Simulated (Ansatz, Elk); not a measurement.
## Optical response of LuInO2 (model structure)

Aim: the dielectric function of LuInO2 (model structure), and the optical constants that follow from it. This is a made-up structure; whether it can be made isn't tested. It was built so: All S replaced by O and Tl replaced by In in the R-3m structure of LuTlS2. The cell is first relaxed with Ansatz.

Main program and level: Elk 11.2.3 (patched build); DFT, PBEsol, all-electron APW+lo, Dirac cores, scalar-relativistic bands, independent-particle optical response without local fields.

The raw output is cut from this account; settings, times and results stay.

### Step 1. The structure

Symmetry: R-3m, No. 166, trigonal system. The conventional cell has a = 3.393 Å, b = 3.393 Å, c = 19.478 Å, α = 90.00°, β = 90.00°, γ = 120.00°. Lu has 6 O at 2.33 Å nearest. Nearest to In lie 6 O at 2.79 Å. Nearest to O lie 3 Lu at 2.33 Å. Farther neighbours, and contacts between anions beyond the nearest, are not listed.

### Step 2. Relaxation

Spectra hang on bond lengths, so the cell is first brought to its minimum.

This step: DFT, PBEsol, plane-wave PAW, default files, scalar-relativistic, relaxation (Ansatz 0.2.0).

input.yaml

```yaml
crystal:
  lattice:
    - [1.69634748, 0.97938667, 6.49260107]
    - [-1.69634748, 0.97938667, 6.49260107]
    - [0.0, -1.95877334, 6.49260107]
  atoms:
    - { symbol: Lu, position: [0.0, 0.0, 0.0] }
    - { symbol: In, position: [0.5, 0.5, 0.5] }
    - { symbol: O, position: [0.26886584, 0.26886584, 0.26886584] }
    - { symbol: O, position: [0.73113416, 0.73113416, 0.73113416] }
kpoints:
  mp_grid: { grid: [8, 8, 8] }
scf:
  occupations: { method: fermi_dirac, width: 0.05 }
hamiltonian:
  xc: pbesol
output:
  forces: true
  stress: true
relax:
  f_tol: 0.02
  max_steps: 50
  cell: {}
```

Command:

```bash
ansatz run input.yaml --threads 2 --pin off --max-ram 5120MiB --backend cpu --events-out ev --progress --plain --runs-dir out
```

Run time: 30 s. Hardware: 2 threads of Arm Neoverse V2, shared host; peak memory 0.44 GiB.

Step by step:

```
step  energy less that of the first step (eV)  largest force component (eV/Å)  pressure (GPa)  volume (Å³)
   1                                   0.0000                          1.8156           -7.92        64.72
   2                                  -0.2768                          0.7502            0.61        62.81
   3                                  -0.3263                          0.0565            0.40        61.59
   4                                  -0.3281                          0.0068           -0.09        62.02
   5                                  -0.3283                          0.0007            0.00        61.97
  6*                                  -0.3215                          0.0003           -0.14        61.97
   7                                  -0.3218                          0.0006           -0.02        61.90
  8*                                  -0.3216                          0.0007           -0.03        61.90
```

Relaxation steps marked * repeat the geometry before them on a plane-wave basis chosen anew for their cell, so energy and pressure can jump there.

Forces are held to the 12 operations that the program found; a distortion that breaks them can't arise in this run.

```csv
"conventional cell, symmetrised",before,after,change
a (Å),3.393,3.340,-1.6 %
b (Å),3.393,3.340,-1.6 %
c (Å),19.478,19.226,-1.3 %
volume (Å³/atom),16.18,15.47,-4.4 %
```

The atoms that moved most (Å, as changes of fractional coordinates times the final cell):

```
atom     dx     dy      dz  length
  O4  0.000  0.000  -0.128   0.128
  O3  0.000  0.000   0.128   0.128
```

The relaxation ends with a largest force component of 6.5e-4 eV/Å and a pressure of -0.03 GPa.

### Step 3. Ground state

The self-consistent density comes first; it also tells whether there is a gap, which decides the occupations and the need for a Drude term.

This step: DFT, PBEsol, all-electron APW+lo, Dirac cores, scalar-relativistic bands, ground state (Elk 11.2.3 (patched build)).

elk.in

```
tasks
  0
  120

xctype
  22

nempty
  14

lorbcnd
  .true.

rgkmax
  7.0

swidth
  0.0018375

maxscl
  100

epsengy
  1e-05

sppath
  './'

avec
  3.1554037067 1.8217731795 12.1107976507
  -3.1554037067 1.8217731795 12.1107976507
  0.0000000000 -3.6435463589 12.1107976507

atoms
  3
  'Lu.in'
  1
  0.0000000000 0.0000000000 0.0000000000   0.000 0.000 0.000
  'In.in'
  1
  0.5000000000 0.5000000000 0.5000000000   0.000 0.000 0.000
  'O.in'
  2
  0.2755432282 0.2755432282 0.2755432282   0.000 0.000 0.000
  0.7244567718 0.7244567718 0.7244567718   0.000 0.000 0.000

ngridk
  7 7 7

vkloff
  0.0500 0.1500 0.2500
```

Command:

```bash
OMP_NUM_THREADS=2 elk
```

Elapsed: 7.6 min, on 2 threads; peak memory 0.5 GiB.

This step gave:

```
total energy           : -20607 Ha
Fermi energy           : 6.474 eV
DOS at the Fermi level : 4.36e-4 states/eV/cell
gap on the k-mesh      : 0.7595 eV
direct gap on the mesh : 0.9050 eV
```

There is a gap, 0.76 eV on this mesh (points off the mesh can give less), so no carriers' term is needed.

### Step 4. Independent particles

The spectrum is a sum over vertical transitions between filled and empty bands at the fixed density, so many empty bands are needed.

This step: DFT, PBEsol, all-electron APW+lo, Dirac cores, scalar-relativistic bands, independent-particle optical response without local fields (Elk 11.2.3 (patched build)).

elk.in, as its differences from that of step 3:

```diff
@@ -1,4 +1,7 @@
 tasks
-  0
-  120
+  121
+
+optcomp
+  1 1
+  3 3
 
@@ -17,9 +20,7 @@
 swidth
-  0.0018375
+  0.0036749
 
-maxscl
-  100
-
-epsengy
-  1e-05
+wplot
+  400 100 0
+  0.0 0.73499
```

Command:

```bash
OMP_NUM_THREADS=2 elk
```

Wall time 8 s (2 threads); peak memory 0.06 GiB.

Numbers from this step:

- electronic dielectric constant ε∞, mean of the axes: 14.40

The Im ε has structure finer than the step of the table below, so its rows give means over 1 eV. Peaks (eV: height): E ∥ x 1.2: 25.0, 2.0: 13.2, 5.5: 7.00; E ∥ z 3.5: 7.09, 4.2: 9.00, 5.6: 14.3.

Sum at mesh points, not converged in k; values under the direct gap are tails of Lorentzian lines. Table of Im ε by photon energy; means over each step:

```csv
photon energy (eV),E ∥ x,E ∥ z
1,13.8,0.234
2,10.6,0.931
3,4.47,3.55
4,4.36,7.07
5,5.12,8.61
6,6.18,10.2
7,4.52,4.42
8,3.35,2.56
9,2.41,1.96
10,2.23,2.02
11,2.88,1.51
12,2.87,1.96
13,1.92,1.63
14,1.27,1.05
15,1.12,0.890
16,0.985,0.743
17,0.753,0.652
18,0.659,0.744
19,0.686,0.801
```

The reflectivity at normal incidence has structure finer than the step of the table below, so its rows give means over 0.5 eV. Peaks (eV: height): E ∥ x 1.15: 52.5, 2.00: 45.3, 6.35: 33.0, 13.40: 28.4; E ∥ z 6.15: 53.1, 12.30: 19.8.

Sum at mesh points, not converged in k. Table of reflectivity at normal incidence by photon energy; means over each step:

```
photon energy (eV)  E ∥ x (%)  E ∥ z (%)
               0.5       41.0       21.2
               1.0       49.4       22.0
               1.5       49.6       22.6
               2.0       41.0       24.3
               2.5       29.4       25.4
               3.0       22.7       29.8
               3.5       21.1       30.5
               4.0       21.8       32.4
               4.5       21.4       32.0
               5.0       24.0       31.4
               5.5       28.4       41.9
               6.0       29.4       50.8
               6.5       31.3       44.4
               7.0       29.7       41.3
               7.5       25.6       38.9
               8.0       23.4       34.6
               8.5       24.8       27.3
               9.0       17.3       17.6
               9.5       16.3       18.7
              10.0       14.0       17.8
              10.5       13.4       18.6
              11.0       16.9       13.3
              11.5       21.9       9.99
              12.0       25.4       16.0
              12.5       26.6       17.3
              13.0       25.1       17.3
              13.5       25.8       18.7
              14.0       19.3       15.9
              14.5       16.6       10.3
              15.0       18.7       10.8
              15.5       13.1       7.48
              16.0       11.6       5.39
              16.5       13.8       5.52
              17.0       10.3       2.92
              17.5       7.95       3.74
              18.0       5.36       2.92
              18.5       5.31       4.29
              19.0       5.69       4.75
              19.5       4.40       3.18
```

The loss function −Im 1/ε at q → 0 has structure finer than the step of the table below, so its rows give means over 0.5 eV. Peaks (eV: height): E ∥ x 8.90: 0.451, 15.45: 1.09, 16.85: 1.37; E ∥ z 10.85: 0.659, 14.10: 1.08, 15.30: 1.20, 16.40: 0.943, 19.00: 0.734.

Sum at mesh points, not converged in k; values under the direct gap are tails of Lorentzian lines. Table of loss function −Im 1/ε at q → 0 by energy loss; means over each step:

```csv
energy loss (eV),E ∥ x,E ∥ z
0.5,0.00316,7.6e-4
1.0,0.0181,0.00336
1.5,0.0560,0.00792
2.0,0.0917,0.0137
2.5,0.185,0.0138
3.0,0.143,0.0260
3.5,0.153,0.0520
4.0,0.125,0.0542
4.5,0.141,0.0801
5.0,0.113,0.0780
5.5,0.129,0.0658
6.0,0.145,0.0878
6.5,0.176,0.153
7.0,0.224,0.192
7.5,0.285,0.247
8.0,0.288,0.337
8.5,0.342,0.473
9.0,0.423,0.523
9.5,0.398,0.462
10.0,0.395,0.486
10.5,0.352,0.569
11.0,0.282,0.624
11.5,0.308,0.521
12.0,0.338,0.439
12.5,0.425,0.565
13.0,0.490,0.591
13.5,0.635,0.732
14.0,0.784,0.993
14.5,0.778,0.956
15.0,0.898,0.958
15.5,1.04,1.07
16.0,0.936,0.787
16.5,1.03,0.901
17.0,1.26,0.637
17.5,1.11,0.632
18.0,0.949,0.552
18.5,0.849,0.567
19.0,0.920,0.700
19.5,0.852,0.617
```

Optical constants at common wavelengths, from n + ik = √ε:

```
wavelength (nm)   n x    k x  R (%) x  1/α x   n z    k z  R (%) z   1/α z
           1064  4.93  2.518     52.5  34 nm  2.80  0.062     22.4  1.4 µm
            633  2.83  2.322     43.6  22 nm  2.95  0.138     24.5  364 nm
            450  2.01  1.027     20.5  35 nm  3.25  0.283     28.3  126 nm
            405  2.17  1.097     22.8  29 nm  3.36  0.560     30.4   57 nm
            365  1.98  1.114     21.7  26 nm  3.31  1.060     32.8   27 nm
            308  2.33  0.964     22.5  25 nm  3.27  1.171     33.3   21 nm
            248  2.39  1.040     24.0  19 nm  2.79  1.196     29.4   16 nm
```

Below the direct gap, k and the depth come from the tails of the Lorentzian lines, not from transitions.

Rows near the edge hang on the gap, which this functional as a rule makes too small, and phonon-assisted absorption over an indirect gap is left out.

### Step 5. Outcome

| Item | Value |
| --- | --- |
| electronic dielectric constant ε∞, mean of the axes (independent particles) | 14.4 |

**Reading.** At this level (PBEsol, independent particles) LuInO2 has a mean ε∞ = 14.4 and n = 5.16 at 1550 nm (E ∥ x). The cell shrank by 4.4 % in volume. On the mesh the gap is 0.76 eV and the least direct gap 0.90 eV, so on this mesh the band edges lie at different points. The static values by axis are 18.00 (x), 7.21 (z). Excitons and phonon-assisted transitions are missing, and so are local fields; PBEsol gaps are as a rule too small, which pulls the onset down and ε∞ up. Spin-orbit coupling is left out although heavy atoms are present. The sum runs over mesh points 0.31 Å⁻¹ apart with no interpolation, so peaks are partly noise of the mesh, and static values can be far off. The mesh is shifted off Γ, so gaps read from it can miss the band edges.

[Long decimals in the printed logs are rounded to 6 places.]

[Machine, clock and banner lines and Python warnings are left out of the logs.]

[Logs are printed without paths, hosts, clocks, repeated set-up lines and the standing remarks that a program may print on its own settings, such as how far it seeks lower states.]

[Hosts, paths, dates, database ids (printed as entryN), source tags and the programs' standing remarks are cut or masked in the printed files.]

[Where Elk ran, warnings of its patched build on accuracy (core leakage, angular cutoffs, spin-orbit splittings, empty states, lower magnetic states) are left out.]

[Where the starting crystal was built by hand or by swapping elements, it need not be the compound's stable phase.]

[The count of steps not shown may lack steps that the program refused or didn't finish.]
